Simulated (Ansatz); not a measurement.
# Cs on Rh(111): change of the work function, part 3 of 3

Aim: the work function of Rh(111) at several coverages of Cs (fcc site), and the dipole that each adsorbate carries.

Ansatz 0.2.0; plane-wave DFT, PBE, Ansatz PAW.

So far, work function, upper face (eV): step 2 (the clean slab) 5.17; step 3 (37 atoms, coverage 0.111 ML, cell 3x3) 1.98.

## (4) Adsorbate added, k-mesh 6×6×1, coverage 0.25 ML

System of this step: Cs/Rh(111). The cell holds 17 atoms: 16 Rh and 1 Cs. Cell: a = 5.374 Å, b = 5.374 Å, c = 28.234 Å, α = 90.0°, β = 90.0°, γ = 60.0°. Vacuum lies along c.

Another coverage, to see how the dipoles act on each other as their distance changes.

File input.yaml:

```yaml
crystal:
  lattice:
    - [5.374011537, -1.0e-10, 0.0]
    - [2.6870057685, 4.6540305112, 0.0]
    - [0.0, 0.0, 28.2344550838]
  atoms:
    - { symbol: Rh, position: [0.0, 0.0, 0.3187594722] }
    - { symbol: Rh, position: [0.1666666667, 0.1666666667, 0.3964635049] }
    - { symbol: Rh, position: [0.3333333333, 0.3333333333, 0.4740338714] }
    - { symbol: Rh, position: [0.0, 0.0, 0.5515888451] }
    - { symbol: Rh, position: [0.0, 0.5, 0.3187594722] }
    - { symbol: Rh, position: [0.1666666667, 0.6666666667, 0.3964635049] }
    - { symbol: Rh, position: [0.3333333333, 0.8333333333, 0.4740338714] }
    - { symbol: Rh, position: [0.0, 0.5, 0.5515888451] }
    - { symbol: Rh, position: [0.5, 0.0, 0.3187594722] }
    - { symbol: Rh, position: [0.6666666667, 0.1666666667, 0.3964635049] }
    - { symbol: Rh, position: [0.8333333333, 0.3333333333, 0.4740338714] }
    - { symbol: Rh, position: [0.5, 0.0, 0.5515888451] }
    - { symbol: Rh, position: [0.5, 0.5, 0.3187594722] }
    - { symbol: Rh, position: [0.6666666667, 0.6666666667, 0.3964635049] }
    - { symbol: Rh, position: [0.8333333333, 0.8333333333, 0.4740338714] }
    - { symbol: Rh, position: [0.5, 0.5, 0.5515888451] }
    - { symbol: Cs, position: [0.1666666667, 0.1666666667, 0.6812405278] }
kpoints:
  mp_grid: { grid: [6, 6, 1] }
hamiltonian:
  xc: pbe
scf:
  occupations: { method: fermi_dirac, width: 0.1 }
  convergence: { dr2_threshold: 1.0e-08 }
efield:
  axis: 3
  dipole_correction: true
  ramp_position: 0.97
  ramp_width: 0.06
relax:
  f_tol: 0.02
  max_steps: 60
  constraints: [{ sites: [0, 1, 4, 5, 8, 9, 12, 13] }]
output:
  dos: { projected: true, e_range: [-8, 4] }
  write_potential: true
  write_density: true
  volumetric_format: npy
  elf: true
```

Run with:

```console
$ ansatz run input.yaml --threads 4 --pin off --max-ram 16384MiB --backend cpu --events-out ev --progress --plain --runs-dir out
```

Numbers of over 12 decimals in the logs are rounded to 6 here.

Log:

```text
[...]
Crystal: 17 atoms, lattice volume = 706.167 Å³
Basis set: ecut = 420 eV, 13733 PW (Γ), exchange–correlation on 72×72×384 points (8 copies of the dense FFT grid, shifted against one another)
Bands: 169, of which v1, the nominal top of the filled ones, is band 141 counted from 1 (140 counted from 0)
Symmetry: 6 space group operations
[...]
k-points: 7 of 36 (time reversal used)
[...]
SCF iter   1: F=—  HF=-108112.068268 eV  |F-HF|=—  |Δ(HF+E_count)|=         —  Δρ=3.81e-3  dr2=6.12e-1  ethr=1.77e-3  p=0.442 e·Å  D=1.13e-1 V/Å  ΔV_dip=-3.19 eV  dr2_dipole=8.14e-2  V_vac-E_F(+/−)=1.79/4.99 eV  ⟨swp⟩=8.7  Hψ=5281  notcnv=0  defer=5
[...]
SCF iter  13: F=-108112.066368 eV  HF=-108112.066368 eV  |F-HF|=2.78e-9  |Δ(HF+E_count)|=   6.34e-8  Δρ=4.52e-7  dr2=4.88e-9  ethr=3.56e-12  p=0.425 e·Å  D=1.09e-1 V/Å  ΔV_dip=-3.07 eV  dr2_dipole=1.52e-10  V_vac-E_F(+/−)=2.10/5.17 eV  ⟨swp⟩=25.0  Hψ=8558  notcnv=0
SCF 1 converged in 13 iterations: F = -108112.066368 eV  dr2 = 4.88e-9
[...]
relax step   1: F+E_penalty+E_count = -108112.06636765 eV  Δ(F+E_penalty+E_count) = +0.000e0 eV  max|allowed force component| = 6.282e-1 eV/Å  Δτ_max = 0.0000 Å  (13 SCF iters, accepted)
[...]
SCF iter  10: F=-108112.133349 eV  HF=-108112.133349 eV  |F-HF|=9.05e-9  |Δ(HF+E_count)|=   3.02e-8  Δρ=4.00e-7  dr2=2.93e-9  ethr=3.56e-12  p=0.433 e·Å  D=1.11e-1 V/Å  ΔV_dip=-3.14 eV  dr2_dipole=1.12e-9  V_vac-E_F(+/−)=2.04/5.17 eV  ⟨swp⟩=14.9  Hψ=8123  notcnv=0
SCF 2 converged in 10 iterations: F = -108112.133349 eV  dr2 = 2.93e-9
[...]
relax step   2: F+E_penalty+E_count = -108112.13334860 eV  Δ(F+E_penalty+E_count) = -6.698e-2 eV  max|allowed force component| = 6.100e-1 eV/Å  Δτ_max = 0.0918 Å  (10 SCF iters, accepted)
[...]
SCF iter  12: F=-108112.249617 eV  HF=-108112.249617 eV  |F-HF|=7.79e-9  |Δ(HF+E_count)|=   1.02e-9  Δρ=4.28e-7  dr2=4.36e-9  ethr=3.56e-12  p=0.455 e·Å  D=1.17e-1 V/Å  ΔV_dip=-3.29 eV  dr2_dipole=1.42e-9  V_vac-E_F(+/−)=1.88/5.17 eV  ⟨swp⟩=12.6  Hψ=8441  notcnv=0
SCF 3 converged in 12 iterations: F = -108112.249617 eV  dr2 = 4.36e-9
[...]
relax step   3: F+E_penalty+E_count = -108112.24961693 eV  Δ(F+E_penalty+E_count) = -1.163e-1 eV  max|allowed force component| = 5.046e-1 eV/Å  Δτ_max = 0.1953 Å  (12 SCF iters, accepted)
[...]
relax step   4: F+E_penalty+E_count = -108112.32875231 eV  Δ(F+E_penalty+E_count) = -7.914e-2 eV  max|allowed force component| = 2.917e-1 eV/Å  Δτ_max = 0.1922 Å  (12 SCF iters, accepted)
[...]
relax step   5: F+E_penalty+E_count = -108112.35189466 eV  Δ(F+E_penalty+E_count) = -2.314e-2 eV  max|allowed force component| = 1.373e-1 eV/Å  Δτ_max = 0.1136 Å  (11 SCF iters, accepted)
SCF iter   1: F=—  HF=-108112.357046 eV  |F-HF|=—  |Δ(HF+E_count)|=         —  Δρ=1.43e-3  dr2=1.57e-1  ethr=5.54e-5  p=0.493 e·Å  D=1.26e-1 V/Å  ΔV_dip=-3.56 eV  dr2_dipole=4.13e-2  V_vac-E_F(+/−)=1.61/5.17 eV  ⟨swp⟩=3.6  Hψ=2405  notcnv=0  defer=11
[...]
SCF iter   9: F=-108112.356784 eV  HF=-108112.356784 eV  |F-HF|=8.19e-9  |Δ(HF+E_count)|=   3.65e-8  Δρ=4.81e-7  dr2=5.17e-9  ethr=3.56e-12  p=0.499 e·Å  D=1.28e-1 V/Å  ΔV_dip=-3.61 eV  dr2_dipole=7.25e-10  V_vac-E_F(+/−)=1.56/5.17 eV  ⟨swp⟩=13.7  Hψ=8376  notcnv=0
SCF 6 converged in 9 iterations: F = -108112.356784 eV  dr2 = 5.17e-9
relax step   6: F+E_penalty+E_count = -108112.35678355 eV  Δ(F+E_penalty+E_count) = -4.889e-3 eV  max|allowed force component| = 8.874e-3 eV/Å  Δτ_max = 0.0619 Å  (9 SCF iters, accepted)
[...]
SCF converged after 9 iterations
Free energy (F): -108112.356784 eV
[...]
Internal energy: -108111.476075 eV  (E = F + TS)
E sigma→0 (E₀):  -108111.916429 eV
Entropy (-TS):   -0.880709 eV (-51.806 meV/atom)
Fermi energy:    5.432867 eV
Dipole field:    D = 0.127772 V/Å  (p = 0.498631 e·Å, saw-weighted, corrected)
Work function:   Φ+ = 1.5585 eV   Φ− = 5.1661 eV
[...]
--- Forces (eV/Å), atoms counted from 1 ---
  atom   1  Rh     0.00385736     0.00222705     0.04938384
  atom   2  Rh     0.00000000     0.00000000    -0.00062854
  atom   3  Rh     0.00332941     0.00192224    -0.00607198
  atom   4  Rh     0.00087457     0.00050494     0.00770201
  atom   5  Rh    -0.00000000    -0.00445409     0.04938384
  atom   6  Rh     0.04196288    -0.02422728    -0.06297279
  atom   7  Rh    -0.00000000    -0.00384447    -0.00607198
  atom   8  Rh    -0.00000000    -0.00100987     0.00770201
  atom   9  Rh    -0.00385736     0.00222705     0.04938384
  atom  10  Rh     0.00000000     0.04845456    -0.06297279
  atom  11  Rh    -0.00332941     0.00192224    -0.00607198
  atom  12  Rh    -0.00087457     0.00050494     0.00770201
  atom  13  Rh     0.00000000     0.00000000     0.05622152
  atom  14  Rh    -0.04196288    -0.02422728    -0.06297279
  atom  15  Rh    -0.00000000    -0.00000000    -0.00562367
  atom  16  Rh     0.00000000    -0.00000000    -0.00887395
  atom  17  Cs    -0.00000000     0.00000000    -0.00523400
  max |Σ_I F_I| component: 1.54e-5 eV/Å
--- Band table (eV; the first three rows and the last of 7) ---
  k-point 0: bands = [... 137 lower, 5.7946, 5.8106, 5.8928, 5.8928, 6.0404, 6.0404, 6.0454, 6.2026, ... 24 higher]
  k-point 1: bands = [... 137 lower, 5.6805, 5.7007, 5.7008, 5.7107, 5.7842, 5.8217, 5.8248, 5.9066, ... 24 higher]
  k-point 2: bands = [... 137 lower, 5.0147, 5.1612, 5.3395, 5.3792, 5.4154, 5.4962, 5.5327, 5.5379, ... 24 higher]
  k-point 6: bands = [... 137 lower, 5.1656, 5.1752, 5.2146, 5.2214, 5.2667, 5.5424, 5.5788, 5.5897, ... 24 higher]
--- Relaxed structure (6 steps of the walk, 6 accepted, 0 SCFs on fresh bases) ---
  F+E_penalty+E_count = -108112.35678355 eV   max|allowed force component| = 8.874e-3 eV/Å
  atoms:
[...]
- { symbol: Rh, position: [0.166667, 0.166667, 0.3964635049] }
    - { symbol: Rh, position: [0.333448, 0.333448, 0.474483] }
    - { symbol: Rh, position: [-0.00127585, -0.00127585, 0.551844] }
    - { symbol: Rh, position: [0.0, 0.5, 0.3187594722] }
    - { symbol: Rh, position: [0.166667, 0.666667, 0.3964635049] }
    - { symbol: Rh, position: [0.333448, 0.833104, 0.474483] }
    - { symbol: Rh, position: [-0.00127585, 0.502552, 0.551844] }
    - { symbol: Rh, position: [0.500000, -1.7959490104895715e-17, 0.3187594722] }
    - { symbol: Rh, position: [0.666667, 0.166667, 0.3964635049] }
    - { symbol: Rh, position: [0.833104, 0.333448, 0.474483] }
    - { symbol: Rh, position: [0.502552, -0.00127585, 0.551844] }
    - { symbol: Rh, position: [0.500000, 0.500000, 0.3187594722] }
    - { symbol: Rh, position: [0.666667, 0.666667, 0.3964635049] }
    - { symbol: Rh, position: [0.833333, 0.833333, 0.473537] }
    - { symbol: Rh, position: [0.500000, 0.500000, 0.553328] }
    - { symbol: Cs, position: [0.166667, 0.166667, 0.658050] }
```

Run time: 3.2 min. Hardware: 4 threads of Arm Neoverse V1, shared host; peak memory 2.8 GiB; 13 min of CPU time.

Step by step:

```
step  energy less that of the first step (eV)  largest force component (eV/Å)
   1                                   0.0000                          0.6282
   2                                  -0.0670                          0.6100
   3                                  -0.1832                          0.5046
   4                                  -0.2624                          0.2917
   5                                  -0.2855                          0.1373
   6                                  -0.2904                          0.0089
```

Forces are held to the 6 operations that the run works with; a distortion that breaks them can't arise in this run.

The atoms that moved most (Å):

```
atom      dx      dy      dz  length
Cs17   0.000   0.000  -0.655   0.655
Rh16   0.000   0.000   0.049   0.049
Rh15   0.000   0.000  -0.014   0.014
 Rh4  -0.010  -0.006   0.007   0.014
Rh12   0.010  -0.006   0.007   0.014
 Rh8   0.000   0.012   0.007   0.014
 Rh3   0.001   0.001   0.013   0.013
 Rh7   0.000  -0.001   0.013   0.013
```

The relaxed structure:

```xyz
17
Lattice="5.3740 0.0000 0.0000 2.6870 4.6540 0.0000 0.0000 0.0000 28.2345" Properties=species:S:1:pos:R:3
Rh    0.0000    0.0000    9.0000
Rh    1.3435    0.7757   11.1939
Rh    2.6879    1.5519   13.3968
Rh   -0.0103   -0.0059   15.5810
Rh    1.3435    2.3270    9.0000
Rh    2.6870    3.1027   11.1939
Rh    4.0305    3.8773   13.3968
Rh    1.3435    2.3389   15.5810
Rh    2.6870    0.0000    9.0000
Rh    4.0305    0.7757   11.1939
Rh    5.3731    1.5519   13.3968
Rh    2.6973   -0.0059   15.5810
Rh    4.0305    2.3270    9.0000
Rh    5.3740    3.1027   11.1939
Rh    6.7175    3.8784   13.3701
Rh    4.0305    2.3270   15.6229
Cs    1.3435    0.7757   18.5797
```

Numbers from this step:

```
energy at zero smearing        : -108111.9164 eV
work function, upper face      : 1.558 eV
work function, lower face      : 5.166 eV
dipole along the normal        : 0.4986 e·Å
step between the vacuum levels : -3.608 eV
```

Running mean over 2.194 Å of the planar mean; the ramp of the sawtooth is left out. Table of electron's electrostatic potential energy less the Fermi level by z:

```
z (Å)  electron's electrostatic potential energy less the Fermi level (eV)
    4                                                                 5.17
    5                                                                 5.16
    6                                                                 5.10
    7                                                                 4.15
    8                                                                -5.56
    9                                                                -12.7
   10                                                                -13.1
   11                                                                -13.2
   12                                                                -13.2
   13                                                                -13.2
   14                                                                -13.1
   15                                                                -12.9
   16                                                                -11.7
   17                                                                -2.06
   18                                                               -0.943
   19                                                                -2.08
   20                                                               -0.232
   21                                                                 1.18
   22                                                                 1.45
   23                                                                 1.53
   24                                                                 1.55
   25                                                                 1.56
```

The density of states has structure finer than the step of the table below, so its rows give means over 0.5 eV, whole bins alone (the curve runs from -8 to 1.98 eV). Peaks (eV: height): -4.27: 51.7, -2.74: 78.8, -2.68: 47.9, -2.32: 61.6, -0.69: 44.3, 0.09: 46.5, 0.30: 45.4.

Table of density of states by energy, zero at the Fermi level; means over each step:

energy (eV), density of states (states/eV a cell) and a bar:
```
     -7.5        0.2 
     -7.0        0.9 #
     -6.5        1.1 #
     -6.0        4.2 ###
     -5.5       18.9 ################
     -5.0       27.4 #######################
     -4.5       22.6 ###################
     -4.0       20.2 #################
     -3.5       17.6 ###############
     -3.0       26.9 #######################
     -2.5       35.5 ##############################
     -2.0       24.0 ####################
     -1.5       24.1 ####################
     -1.0       23.2 ####################
     -0.5       29.1 #########################
      0.0       25.9 ######################
      0.5       29.0 #########################
      1.0       10.2 #########
      1.5        8.0 #######
```

Projected DOS per atom over height of the atomic layer and energy from the Fermi level. Layers: Rh4 Rh4 Rh4 Rh4 Cs from below.

Values in states/eV, 22 rows by 5 columns, each cell a mean:
```
0.44 0.35 0.36 0.49 0.41
0.16 0.14 0.16 0.19 0.35
0.88 0.77 0.78 0.85 1.04
1.74 2.10 2.10 1.58 0.61
1.75 1.32 1.25 1.71 0.25
2.10 1.44 1.45 2.10 0.27
1.85 1.16 1.23 1.73 0.23
1.75 1.34 1.42 1.70 0.21
1.83 0.97 0.97 1.81 0.11
2.27 1.51 1.51 2.32 0.07
2.12 2.10 2.08 2.22 0.04
1.16 1.46 1.44 1.25 0.02
1.11 1.32 1.32 1.17 0.02
1.34 1.15 1.17 1.37 0.01
1.35 1.41 1.40 1.38 0.02
1.13 2.27 2.23 1.14 0.03
0.50 1.89 1.84 0.49 0.02
0.13 0.50 0.48 0.13 0.01
0.03 0.12 0.12 0.03 0.00
0.02 0.10 0.09 0.02 0.00
0.01 0.06 0.05 0.01 0.00
0.00 0.00 0.00 0.00 0.00
```
Columns: height of the atomic layer (Å) from 9 to 18.6 (not evenly spaced); rows upwards: energy from the Fermi level (eV) from -7.96 to 1.95.

Valence density in the ca plane at fractional y = 0.167, with atoms of Rh and Cs within 0.2 Å of it. It is the smooth field of the valence electrons, not physical close to the nuclei.

Values in units of 1e0 e/Å³, 8 rows by 16 columns, each cell a mean:
```
1.3 0.3 0.4 0.4 1.6 0.5 1.5 0.5 0.1 0.2 0.1 0.0 0.0 0.0 0.0 0.0
0.6 1.0 3.1 0.5 0.7 0.3 0.6 0.3 0.0 0.0 0.0 0.0 0.0 0.0 0.0 0.0
0.3 2.7 9.8 0.7 0.3 0.2 0.3 0.2 0.0 0.0 0.0 0.0 0.0 0.0 0.0 0.0
0.6 1.0 3.4 0.5 0.6 0.3 0.6 0.3 0.0 0.0 0.0 0.0 0.0 0.0 0.0 0.0
1.3 0.3 0.4 0.4 1.6 0.5 1.5 0.5 0.1 0.2 0.1 0.0 0.0 0.0 0.0 0.0
0.6 1.0 3.1 0.5 0.7 0.3 0.6 0.3 0.3 0.9 0.6 0.0 0.0 0.0 0.0 0.0
0.3 2.7 9.8 0.7 0.3 0.2 0.3 0.2 0.5 0.6 0.8 0.1 0.0 0.0 0.0 0.0
0.6 1.0 3.4 0.5 0.6 0.3 0.6 0.3 0.3 0.9 0.6 0.0 0.0 0.0 0.0 0.0
```
Columns run along c (16.0 Å, from fractional 0.32 to 0.89 of the cell), rows up along a (5.4 Å). Atoms in or near the plane, at fractional coordinates: Rh at (0.40, 0.17), Rh at (0.40, 0.67), Cs at (0.66, 0.17).

Electrostatic potential energy in the ca plane at fractional y = 0.167, with atoms of Rh and Cs within 0.2 Å of it. With pseudopotentials it is smooth inside the atoms' cores, unlike the true potential.

Values in eV, 8 rows by 16 columns, each cell a mean:
```
-15   5   2   3 -21   0 -18   0   7   1   4   7   8   8   8   8
 -2  -7 -29   1  -4   5  -2   5   8   7   7   7   8   8   8   8
  5 -22 -48  -4   6   8   6   8   9   8   7   8   8   8   8   8
 -2  -8 -31   1  -2   5  -2   5   8   7   7   7   8   8   8   8
-15   5   2   3 -21   1 -18   0   7   1   4   7   8   8   8   8
 -1  -7 -29   1  -4   5  -1   5   0 -18  -8   6   8   8   8   8
  5 -22 -48  -4   6   8   7   8  -6 -18 -14   6   8   8   8   8
 -2  -8 -31   1  -2   5  -1   5  -1 -19  -9   6   8   8   8   8
```
Columns run along c (16.0 Å, from fractional 0.32 to 0.89 of the cell; values clipped at the 3rd and 97th percentile), rows up along a (5.4 Å). Atoms in or near the plane, at fractional coordinates: Rh at (0.40, 0.17), Rh at (0.40, 0.67), Cs at (0.66, 0.17).

ELF in the ca plane at fractional y = 0.167, with atoms of Rh and Cs within 0.2 Å of it. It is the smooth field of the valence electrons, not physical close to the nuclei.

Ten even steps from '0' (0.00) to '9' (0.88), each cell a mean:
```
54222222222453222444221148998631000000000000
43222222222443222344221013454210000000000000
32223554322232222232222100000000000000000000
22225887422222222223332200000000000000000000
33225888522322222233332210000000000000000000
22224787422222222222222100000000000000000000
32222454222332222333222100111000000000000000
44222222222453222444221014565310000000000000
43222232222443222343221158998631000000000000
32223454322232222232221499999862100000000000
22225787422222222223321796259974100000000000
33225888522322222233322793028984100000000000
22224787422222222222221697369973100000000000
32222454222232222333221499999862000000000000
```
Columns run along c (16.0 Å, from fractional 0.32 to 0.89 of the cell), rows up along a (5.4 Å). Atoms in or near the plane, at fractional coordinates: Rh at (0.40, 0.17), Rh at (0.40, 0.67), Cs at (0.66, 0.17).

The relaxation took 6 steps and lowered the energy by 0.29 eV; the largest force on the free atoms ends at 0.0089 eV/Å.

By hand: a sheet of dipoles makes a step −p/(ε₀A) in the electron's potential. With e/ε₀ = 180.95 V·Å, p = 0.4986 e·Å and A = 25.01 Å², that is −180.95 × (0.4986) / 25.01 = -3.608 eV, and the two vacuum levels of the run differ by -3.608 eV.

The covered face has 1.56 eV, -3.61 eV against the clean one; the bare back face has moved by -0.00 eV, a measure of how thin the slab is.

## (5) Work function against coverage

This step: plane-wave DFT, PBE, Ansatz PAW; work function against coverage (Ansatz 0.2.0).

The runs are now put side by side.

This step gave:

```yaml
work_function_of_the_clean_face: 5.167 eV
largest_change_of_the_work_function: -3.609 eV
```

Table of work function of the covered face by coverage:

```
coverage (adsorbates/nm²)  work function of the covered face (eV)
                     0.00                                    5.17
                     1.78                                    1.98
                     4.00                                    1.56
```

The dipole per adsorbate comes from the change of the cell's dipole. Coverage, by row:

```
coverage (1/nm²)  coverage (ML)  work function (eV)  change (eV)  dipole per adsorbate, positive end outwards (debye)  mean height of the added atoms over the highest substrate atom (Å)
           1.777         0.1111                1.98       -3.188                                                4.783                                                                3.06
           3.998           0.25               1.558       -3.609                                                2.394                                                               2.957
```

## (6) Results

```yaml
work_function_of_the_clean_face: 5.17 eV
work_function_at_0p11_ml: 1.98 eV
work_function_at_0p25_ml: 1.56 eV
dipole_per_adsorbate_at_0p11_ml_positive_end_outwards: 4.78 D
```

Cs lowers the work function of Rh(111) at the lowest coverage, by 3.19 eV: the adsorbate layer has its positive end outwards. The slab has 4 layers, at the tabulated experimental lattice constant, one starting site was run, and quantum-size effects of a slab this thin can reach one or two tenths of an eV.

[Logs are printed without paths, hosts, clocks, repeated set-up lines and the standing remarks that a program may print on its own settings, such as how far it seeks lower states.]

[Hosts, paths, dates, database ids (printed as entryN), source tags and the programs' standing remarks are cut or masked in the printed files.]

[Maps of the electrostatic potential energy from Ansatz leave out the sawtooth potential of an applied field or a dipole correction, so their vacuum need not be flat; planar profiles and work functions include it.]

[The density of states shown here was stored with 400 of the rows of the run's finer table, so its peaks can read low, often by over a quarter, or be missed, and its means over a window can be off by a tenth or more.]
